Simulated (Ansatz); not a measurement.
# B on Pd(111): change of the work function, part 3 of 4

Wanted: Δφ(θ) for B/Pd(111), starting from the hcp site.

Ansatz 0.2.0; plane-wave DFT, PBEsol, Ansatz PAW (the session's first sound run).

So far, work function, upper face (eV): step 2 (the clean slab) 5.37; step 3 (17 atoms, coverage 0.25 ML, cell 2x2) 5.46.

## 4. Adsorbate added, k-mesh 6×6×1, coverage 0.5 ML

System of this step: BPd8 (B/Pd(111)). The cell holds 18 atoms: 16 Pd and 2 B. Cell: a = 5.501 Å, b = 5.501 Å, c = 26.256 Å, α = 90.0°, β = 90.0°, γ = 60.0°. Vacuum lies along c.

Another coverage, to see how the dipoles act on each other as their distance changes.

The input, input.yaml:

```yaml
crystal:
  lattice:
    - [5.5012907577, 0.0, 0.0]
    - [2.7506453788, 4.7642575497, 0.0]
    - [0.0, 0.0, 26.2563219682]
  atoms:
    - { symbol: Pd, position: [0.0, 0.0, 0.3427745901] }
    - { symbol: Pd, position: [0.1666666667, 0.1666666667, 0.4283118009] }
    - { symbol: Pd, position: [0.3333333333, 0.3333333333, 0.5126551137] }
    - { symbol: Pd, position: [0.0, 0.0, 0.597600542] }
    - { symbol: Pd, position: [0.0, 0.5, 0.3427745901] }
    - { symbol: Pd, position: [0.1666666667, 0.6666666667, 0.4283118009] }
    - { symbol: Pd, position: [0.3333333333, 0.8333333333, 0.5126551137] }
    - { symbol: Pd, position: [0.0, 0.5, 0.597600542] }
    - { symbol: Pd, position: [0.5, 0.0, 0.3427745901] }
    - { symbol: Pd, position: [0.6666666667, 0.1666666667, 0.4283118009] }
    - { symbol: Pd, position: [0.8333333333, 0.3333333333, 0.5126551137] }
    - { symbol: Pd, position: [0.5, 0.0, 0.597600542] }
    - { symbol: Pd, position: [0.5, 0.5, 0.3427745901] }
    - { symbol: Pd, position: [0.6666666667, 0.6666666667, 0.4283118009] }
    - { symbol: Pd, position: [0.8333333333, 0.8333333333, 0.5126551137] }
    - { symbol: Pd, position: [0.5, 0.5, 0.597600542] }
    - { symbol: B, position: [0.3333333333, 0.3333333333, 0.6572254099] }
    - { symbol: B, position: [0.8333333333, 0.3333333333, 0.6572254099] }
kpoints:
  mp_grid: { grid: [6, 6, 1] }
hamiltonian:
  xc: pbesol
scf:
  occupations: { method: fermi_dirac, width: 0.1 }
  convergence: { dr2_threshold: 1.0e-08 }
efield:
  axis: 3
  dipole_correction: true
  ramp_position: 0.97
  ramp_width: 0.06
relax:
  f_tol: 0.02
  max_steps: 60
  constraints: [{ sites: [0, 1, 4, 5, 8, 9, 12, 13] }]
output:
  bader: true
  dos: { projected: true, e_range: [-8, 4] }
  write_potential: true
  write_density: true
  volumetric_format: npy
```

Command:

```bash
$ ansatz run input.yaml --threads 8 --pin off --max-ram 12288MiB --backend cpu --events-out ev --progress --plain --runs-dir out
```

Numbers of over 12 decimals in the logs are rounded to 6 here.

The log of the run:

```text
[...]
Crystal: 18 atoms, lattice volume = 688.167 Å³
Basis set: ecut = 420 eV, 13389 PW (Γ), exchange–correlation on 80×80×360 points (8 copies of the dense FFT grid, shifted against one another)
Bands: 177, of which v1, the nominal top of the filled ones, is band 147 counted from 1 (146 counted from 0)
Symmetry: 4 space group operations
[...]
k-points: 13 of 36 (time reversal used)
[...]
SCF iter   1: F=—  HF=-110804.567227 eV  |F-HF|=—  |Δ(HF+E_count)|=         —  Δρ=1.26e-2  dr2=7.54e0  ethr=1.77e-3  p=-0.065 e·Å  D=-1.71e-2 V/Å  ΔV_dip=0.45 eV  dr2_dipole=1.28e0  V_vac-E_F(+/−)=5.45/5.00 eV  ⟨swp⟩=7.2  Hψ=10114  notcnv=0  defer=95
[...]
SCF iter  14: F=-110804.314689 eV  HF=-110804.314689 eV  |F-HF|=3.01e-8  |Δ(HF+E_count)|=  8.73e-11  Δρ=7.12e-7  dr2=6.53e-9  ethr=3.40e-12  p=-0.006 e·Å  D=-1.66e-3 V/Å  ΔV_dip=0.04 eV  dr2_dipole=1.18e-10  V_vac-E_F(+/−)=5.40/5.35 eV  ⟨swp⟩=15.9  Hψ=16885  notcnv=0
SCF 1 converged in 14 iterations: F = -110804.314689 eV  dr2 = 6.53e-9
[...]
relax step   1: F+E_penalty+E_count = -110804.31468890 eV  Δ(F+E_penalty+E_count) = +0.000e0 eV  max|allowed force component| = 2.984e0 eV/Å  Δτ_max = 0.0000 Å  (14 SCF iters, accepted)
[...]
SCF iter  13: F=-110805.590661 eV  HF=-110805.590661 eV  |F-HF|=5.02e-9  |Δ(HF+E_count)|=   1.01e-8  Δρ=3.75e-7  dr2=2.73e-9  ethr=3.40e-12  p=0.026 e·Å  D=6.73e-3 V/Å  ΔV_dip=-0.18 eV  dr2_dipole=5.16e-10  V_vac-E_F(+/−)=5.18/5.36 eV  ⟨swp⟩=15.3  Hψ=15129  notcnv=0
SCF 2 converged in 13 iterations: F = -110805.590661 eV  dr2 = 2.73e-9
[...]
relax step   2: F+E_penalty+E_count = -110805.59066088 eV  Δ(F+E_penalty+E_count) = -1.276e0 eV  max|allowed force component| = 1.906e0 eV/Å  Δτ_max = 0.1574 Å  (13 SCF iters, accepted)
SCF iter   1: F=—  HF=-110806.012218 eV  |F-HF|=—  |Δ(HF+E_count)|=         —  Δρ=7.37e-3  dr2=4.39e-1  ethr=2.23e-3  p=0.026 e·Å  D=6.73e-3 V/Å  ΔV_dip=-0.18 eV  dr2_dipole=1.73e-2  V_vac-E_F(+/−)=5.18/5.36 eV  ⟨swp⟩=4.1  Hψ=5815  notcnv=0  defer=86
[...]
SCF iter  11: F=-110805.917738 eV  HF=-110805.917738 eV  |F-HF|=2.57e-8  |Δ(HF+E_count)|=   9.53e-8  Δρ=5.47e-7  dr2=3.97e-9  ethr=3.40e-12  p=0.044 e·Å  D=1.14e-2 V/Å  ΔV_dip=-0.30 eV  dr2_dipole=4.77e-10  V_vac-E_F(+/−)=5.06/5.36 eV  ⟨swp⟩=14.7  Hψ=16842  notcnv=0
SCF 3 converged in 11 iterations: F = -110805.917738 eV  dr2 = 3.97e-9
[...]
relax step   3: F+E_penalty+E_count = -110805.91773797 eV  Δ(F+E_penalty+E_count) = -3.271e-1 eV  max|allowed force component| = 1.290e0 eV/Å  Δτ_max = 0.1948 Å  (11 SCF iters, accepted)
[...]
relax step   4: F+E_penalty+E_count = -110806.00898730 eV  Δ(F+E_penalty+E_count) = -9.125e-2 eV  max|allowed force component| = 1.654e-1 eV/Å  Δτ_max = 0.0949 Å  (11 SCF iters, accepted)
[...]
relax step   5: F+E_penalty+E_count = -110806.01193368 eV  Δ(F+E_penalty+E_count) = -2.946e-3 eV  max|allowed force component| = 2.711e-2 eV/Å  Δτ_max = 0.0300 Å  (10 SCF iters, accepted)
SCF iter   1: F=—  HF=-110806.011718 eV  |F-HF|=—  |Δ(HF+E_count)|=         —  Δρ=2.66e-4  dr2=3.56e-4  ethr=1.60e-6  p=0.042 e·Å  D=1.10e-2 V/Å  ΔV_dip=-0.29 eV  dr2_dipole=3.66e-7  V_vac-E_F(+/−)=5.07/5.36 eV  ⟨swp⟩=2.5  Hψ=4089  notcnv=0  defer=34
[...]
SCF iter   8: F=-110806.012075 eV  HF=-110806.012075 eV  |F-HF|=1.38e-8  |Δ(HF+E_count)|=   3.14e-8  Δρ=6.50e-7  dr2=5.23e-9  ethr=3.40e-12  p=0.042 e·Å  D=1.10e-2 V/Å  ΔV_dip=-0.29 eV  dr2_dipole=1.60e-11  V_vac-E_F(+/−)=5.07/5.36 eV  ⟨swp⟩=10.6  Hψ=15576  notcnv=0
SCF 6 converged in 8 iterations: F = -110806.012075 eV  dr2 = 5.23e-9
relax step   6: F+E_penalty+E_count = -110806.01207528 eV  Δ(F+E_penalty+E_count) = -1.416e-4 eV  max|allowed force component| = 3.123e-3 eV/Å  Δτ_max = 0.0038 Å  (8 SCF iters, accepted)
[...]
SCF converged after 8 iterations
Free energy (F): -110806.012075 eV
[...]
Internal energy: -110805.195932 eV  (E = F + TS)
E sigma→0 (E₀):  -110805.604004 eV
Entropy (-TS):   -0.816143 eV (-45.341 meV/atom)
Fermi energy:    3.695422 eV
Dipole field:    D = 0.010967 V/Å  (p = 0.041708 e·Å, saw-weighted, corrected)
Work function:   Φ+ = 5.0684 eV   Φ− = 5.3563 eV
[...]
--- Forces (eV/Å), atoms counted from 1 ---
  atom   1  Pd     0.00000000    -0.01248082     0.06717662
  atom   2  Pd     0.00000000    -0.02070601    -0.07526409
  atom   3  Pd     0.00000000    -0.00070100     0.00098082
  atom   4  Pd    -0.00000000     0.00254201    -0.00233323
  atom   5  Pd    -0.00000000     0.00571464     0.03054549
  atom   6  Pd    -0.00000000     0.02706752    -0.02261466
  atom   7  Pd    -0.00000000     0.00043223     0.00312330
  atom   8  Pd     0.00000000    -0.00100879    -0.00187657
  atom   9  Pd     0.00000000    -0.01248082     0.06717662
  atom  10  Pd     0.00000000    -0.02070601    -0.07526409
  atom  11  Pd     0.00000000    -0.00070100     0.00098082
  atom  12  Pd    -0.00000000     0.00254201    -0.00233323
  atom  13  Pd    -0.00000000     0.00571464     0.03054549
  atom  14  Pd    -0.00000000     0.02706752    -0.02261466
  atom  15  Pd    -0.00000000     0.00043223     0.00312330
  atom  16  Pd     0.00000000    -0.00100879    -0.00187657
  atom  17  B      0.00000000    -0.00084689     0.00025204
  atom  18  B      0.00000000    -0.00084689     0.00025204
  max |Σ_I F_I| component: 2.58e-5 eV/Å
--- Band table (eV; the first three rows and the last of 13) ---
  k-point 0: bands = [... 143 lower, 3.8398, 3.8458, 3.8483, 4.0233, 4.0273, 4.0305, 4.3877, 4.5068, ... 26 higher]
  k-point 1: bands = [... 143 lower, 3.5954, 3.6878, 3.6904, 3.7938, 3.8179, 3.8324, 3.9213, 4.3501, ... 26 higher]
  k-point 2: bands = [... 143 lower, 3.4406, 3.4499, 3.5685, 3.6162, 3.7792, 3.8121, 4.0414, 4.0968, ... 26 higher]
  k-point 12: bands = [... 143 lower, 3.3909, 3.4074, 3.4869, 3.5096, 3.6446, 3.6458, 3.7123, 4.1191, ... 26 higher]
--- Relaxed structure (6 steps of the walk, 6 accepted, 0 SCFs on fresh bases) ---
  F+E_penalty+E_count = -110806.01207528 eV   max|allowed force component| = 3.123e-3 eV/Å
  atoms:
    - { symbol: Pd, position: [-7.709882116350024e-19, 0, 0.3427745901] }
    - { symbol: Pd, position: [0.16666666665, 0.166667, 0.428312] }
    - { symbol: Pd, position: [0.332318, 0.335365, 0.512899] }
    - { symbol: Pd, position: [0.00251194, -0.00502387, 0.600829] }
    - { symbol: Pd, position: [0.0, 0.500000, 0.3427745901] }
    - { symbol: Pd, position: [0.166667, 0.666667, 0.428312] }
    - { symbol: Pd, position: [0.332567, 0.834867, 0.513904] }
    - { symbol: Pd, position: [-0.00422446, 0.508449, 0.601468] }
    - { symbol: Pd, position: [0.5, 0, 0.3427745901] }
    - { symbol: Pd, position: [0.66666666665, 0.166667, 0.428312] }
    - { symbol: Pd, position: [0.832318, 0.335365, 0.512899] }
    - { symbol: Pd, position: [0.502512, -0.00502387, 0.600829] }
    - { symbol: Pd, position: [0.5, 0.500000, 0.3427745901] }
    - { symbol: Pd, position: [0.666667, 0.666667, 0.428312] }
    - { symbol: Pd, position: [0.832567, 0.834867, 0.513904] }
    - { symbol: Pd, position: [0.495776, 0.508449, 0.601468] }
    - { symbol: B, position: [0.340845, 0.318310, 0.643423] }
    - { symbol: B, position: [0.840845, 0.318310, 0.643423] }
--- Bader charges: 18 sites ---
  site symbol  charge [e]  shift [e]
     0     Pd     -0.0282     0.0000
     1     Pd      0.0251     0.0000
     2     Pd     -0.0200     0.0000
     3     Pd     -0.2198     0.0046
     4     Pd     -0.0316     0.0000
     5     Pd      0.0301     0.0000
     6     Pd     -0.0483     0.0000
     7     Pd     -0.2535     0.0094
     8     Pd     -0.0282     0.0000
     9     Pd      0.0251     0.0000
    10     Pd     -0.0200     0.0000
    11     Pd     -0.2198     0.0046
    12     Pd     -0.0316     0.0000
    13     Pd      0.0301     0.0000
    14     Pd     -0.0483     0.0000
    15     Pd     -0.2535     0.0094
    16      B      0.5462     0.0141
    17      B      0.5462     0.0141
  estimated error of the sums over rays = 4.8e-4 e
```

Elapsed: 2.9 min, on 8 threads of Intel Xeon Platinum 8559C (Emerald Rapids), shared host; peak memory 5.2 GiB; 19 min of CPU time.

Step by step:

```
step  energy less that of the first step (eV)  largest force component (eV/Å)
   1                                   0.0000                          2.9843
   2                                  -1.2760                          1.9057
   3                                  -1.6030                          1.2899
   4                                  -1.6943                          0.1654
   5                                  -1.6972                          0.0271
   6                                  -1.6974                          0.0031
```

Forces are held to the 4 operations that the run works with; a distortion that breaks them can't arise in this run.

The atoms that moved most (Å):

```
atom     dx      dy      dz  length
 B18  0.000  -0.072  -0.362   0.369
 B17  0.000  -0.072  -0.362   0.369
 Pd8  0.000   0.040   0.102   0.109
Pd16  0.000   0.040   0.102   0.109
 Pd4  0.000  -0.024   0.085   0.088
Pd12  0.000  -0.024   0.085   0.088
 Pd7  0.000   0.007   0.033   0.034
Pd15  0.000   0.007   0.033   0.034
```

Final coordinates:

```cif
data_structure
_symmetry_space_group_name_H-M 'P 1'
_symmetry_Int_Tables_number 1
_cell_length_a 5.5013
_cell_length_b 5.5013
_cell_length_c 26.2563
_cell_angle_alpha 90.000
_cell_angle_beta 90.000
_cell_angle_gamma 60.000
_cell_volume 688.17
loop_
_atom_site_label
_atom_site_type_symbol
_atom_site_fract_x
_atom_site_fract_y
_atom_site_fract_z
_atom_site_occupancy
Pd1 Pd 0.00000 0.00000 0.34277 1
Pd2 Pd 0.16667 0.16667 0.42831 1
Pd3 Pd 0.33232 0.33536 0.51290 1
Pd4 Pd 0.00251 0.99498 0.60083 1
Pd5 Pd 0.00000 0.50000 0.34277 1
Pd6 Pd 0.16667 0.66667 0.42831 1
Pd7 Pd 0.33257 0.83487 0.51390 1
Pd8 Pd 0.99578 0.50845 0.60147 1
Pd9 Pd 0.50000 0.00000 0.34277 1
Pd10 Pd 0.66667 0.16667 0.42831 1
Pd11 Pd 0.83232 0.33536 0.51290 1
Pd12 Pd 0.50251 0.99498 0.60083 1
Pd13 Pd 0.50000 0.50000 0.34277 1
Pd14 Pd 0.66667 0.66667 0.42831 1
Pd15 Pd 0.83257 0.83487 0.51390 1
Pd16 Pd 0.49578 0.50845 0.60147 1
B17 B 0.34084 0.31831 0.64342 1
B18 B 0.84084 0.31831 0.64342 1
```

Numbers from this step:

| Property | Result |
| --- | --- |
| energy at zero smearing | -110805.6040 eV |
| work function, upper face | 5.068 eV |
| work function, lower face | 5.356 eV |
| dipole along the normal | 0.04171 e·Å |
| step between the vacuum levels | -0.2879 eV |

The density of states has structure finer than the step of the table below, so its rows give means over 0.25 eV, whole bins alone (the curve runs from -8 to 1.98 eV). Peaks (eV: height): -3.850: 49.7, -2.920: 44.5, -2.440: 42.2, -2.290: 52.3, -1.260: 45.8, -0.390: 42.3, -0.300: 43.4.

Density of states against energy, zero at the Fermi level; means over each step:

energy (eV), density of states (states/eV a cell) and a bar:
```
    -7.75        1.6 #
    -7.50        0.0 
    -7.25        0.0 
    -7.00        0.0 
    -6.75        0.1 
    -6.50        1.1 #
    -6.25        1.4 #
    -6.00        5.8 #####
    -5.75        8.8 #######
    -5.50        7.6 ######
    -5.25       10.4 ########
    -5.00       21.6 #################
    -4.75       28.0 #######################
    -4.50       32.8 ##########################
    -4.25       32.3 ##########################
    -4.00       26.6 #####################
    -3.75       25.3 ####################
    -3.50       28.5 #######################
    -3.25       20.6 #################
    -3.00       36.9 ##############################
    -2.75       37.3 ##############################
    -2.50       34.8 ############################
    -2.25       35.8 #############################
    -2.00       31.9 ##########################
    -1.75       25.3 ####################
    -1.50       28.4 #######################
    -1.25       36.0 #############################
    -1.00       26.9 ######################
    -0.75       25.6 #####################
    -0.50       31.2 #########################
    -0.25       36.2 #############################
     0.00       26.9 ######################
     0.25        8.7 #######
     0.50        5.8 #####
     0.75        5.3 ####
     1.00        7.3 ######
     1.25        5.3 ####
     1.50        8.1 ######
     1.75        4.6 ####
```

Projected DOS per atom over height of the atomic layer and energy from the Fermi level. Layers: Pd4 Pd4 Pd4 Pd4 B2 from below.

Ten even steps from '_' (0.00 states/eV) to '@' (2.67 states/eV), each cell a mean:
```
________--
________--
________::
________::
%%%%**....
%%##**::..
##++**--..
@@++%%==..
##==++++..
@@####++..
%%@@%%##..
==++++**__
**++++##..
++##==##::
--%%##**..
__--==++..
______==..
______--..
__________
__________
__________
________..
```
Columns: height of the atomic layer (Å) from 9 to 16.9 (not evenly spaced); rows upwards: energy from the Fermi level (eV) from -7.96 to 1.95.

The relaxation took 6 steps and lowered the energy by 1.7 eV; the largest force on the free atoms ends at 0.0031 eV/Å.

The covered face has 5.07 eV, -0.30 eV against the clean one; the bare back face has moved by -0.02 eV, a measure of how thin the slab is.

## 5. The covered slab, k-mesh 12×12×1, coverage 1 ML

System of this step: BPd4 (B/Pd(111)). The cell holds 5 atoms: 4 Pd and 1 B. Its edges and angles: a = 2.751 Å, b = 2.751 Å, c = 26.256 Å, α = 90.0°, β = 90.0°, γ = 60.0°. Vacuum lies along c.

Another coverage, to see how the dipoles act on each other as their distance changes.

input.yaml, the sections that differ from step 4:

```yaml
crystal:
  lattice:
    - [2.7506453788, 0.0, 0.0]
    - [1.3753226894, 2.3821287749, 0.0]
    - [0.0, 0.0, 26.2563219682]
  atoms:
    - { symbol: Pd, position: [0.0, 0.0, 0.3427745901] }
    - { symbol: Pd, position: [0.3333333333, 0.3333333333, 0.4283118009] }
    - { symbol: Pd, position: [0.6666666667, 0.6666666667, 0.5126551137] }
    - { symbol: Pd, position: [0.0, 0.0, 0.597600542] }
    - { symbol: B, position: [0.6666666667, 0.6666666667, 0.6572254099] }
kpoints:
  mp_grid: { grid: [12, 12, 1] }
relax:
  f_tol: 0.02
  max_steps: 60
  constraints: [{ sites: [0, 1] }]
output:
  bader: true
  write_potential: true
  write_density: true
  volumetric_format: npy
# hamiltonian, scf, efield: as in step 4
```

The log of the run:

```text
[...]
Crystal: 5 atoms, lattice volume = 172.042 Å³
Basis set: ecut = 420 eV, 3345 PW (Γ), exchange–correlation on 40×40×360 points (8 copies of the dense FFT grid, shifted against one another)
Bands: 45, of which v1, the nominal top of the filled ones, is band 38 counted from 1 (37 counted from 0)
Symmetry: 6 space group operations
[...]
- { symbol: Pd, position: [0.666667, 0.666667, 0.513410] }
[...]
- { symbol: B, position: [0.666667, 0.666667, 0.650454] }
--- Bader charges: 5 sites ---
  site symbol  charge [e]  shift [e]
     0     Pd     -0.0310     0.0000
     1     Pd      0.0283     0.0000
     2     Pd     -0.0625     0.0000
     3     Pd     -0.3167     0.0119
     4      B      0.3819     0.0119
  estimated error of the sums over rays = 4.0e-4 e
[key lines of the parts left out:]
SCF converged after 8 iterations
Free energy (F): -27776.697037 eV
Fermi energy:    4.215223 eV
Dipole field:    D = 0.025686 V/Å  (p = 0.024421 e·Å, saw-weighted, corrected)
Work function:   Φ+ = 4.7103 eV   Φ− = 5.3847 eV
```

Wall time 15 s (8 threads); peak memory 0.73 GiB; 96 s of CPU time.

Relaxation path:

```
step  energy less that of the first step (eV)  largest force component (eV/Å)
   1                                   0.0000                          1.9986
   2                                  -0.1687                          1.0286
   3                                  -0.2712                          0.0989
   4                                  -0.2732                          0.0242
   5                                  -0.2733                          0.0078
```

The run keeps the 6 symmetry operations that it works with, so distortions that break them were not tested.

The atoms that moved most (Å):

```
atom     dx     dy      dz  length
  B5  0.000  0.000  -0.178   0.178
 Pd4  0.000  0.000   0.130   0.130
 Pd3  0.000  0.000   0.020   0.020
```

The relaxation took 5 steps and lowered the energy by 0.27 eV; the largest force on the free atoms ends at 0.0078 eV/Å.

The covered face has 4.71 eV, -0.66 eV against the clean one; the bare back face has moved by +0.01 eV, a measure of how thin the slab is.

## 6. Work function against coverage

This step: plane-wave DFT, PBEsol, Ansatz PAW; work function against coverage (Ansatz 0.2.0).

The runs are now put side by side.

This step gave:

* work function of the clean face: 5.366 eV
* largest change of the work function: -0.6561 eV

The work function of the covered face by coverage:

```
coverage (adsorbates/nm²)  work function of the covered face (eV)
                     0.00                                    5.37
                     3.82                                    5.46
                     7.63                                    5.07
                    15.26                                    4.71
```

The dipole per adsorbate comes from the change of the cell's dipole. Coverage, by row:

```
coverage (1/nm²)  coverage (ML)  work function (eV)  change (eV)  dipole per adsorbate, positive end outwards (debye)  mean height of the added atoms over the highest substrate atom (Å)
           3.815           0.25               5.461       0.0943                                               -0.074                                                               1.031
           7.631            0.5               5.068       -0.298                                                0.098                                                               1.102
           15.26              1                4.71      -0.6561                                                0.116                                                               1.257
```

[end of part 3 of 4]

[Logs are printed without paths, hosts, clocks, repeated set-up lines and the standing remarks that a program may print on its own settings, such as how far it seeks lower states.]

[Hosts, paths, dates, database ids (printed as entryN), source tags and the programs' standing remarks are cut or masked in the printed files.]

[Maps of the electrostatic potential energy from Ansatz leave out the sawtooth potential of an applied field or a dipole correction, so their vacuum need not be flat; planar profiles and work functions include it.]

[The density of states shown here was stored with 400 of the rows of the run's finer table, so its peaks can read low, often by over a quarter, or be missed, and its means over a window can be off by a tenth or more.]
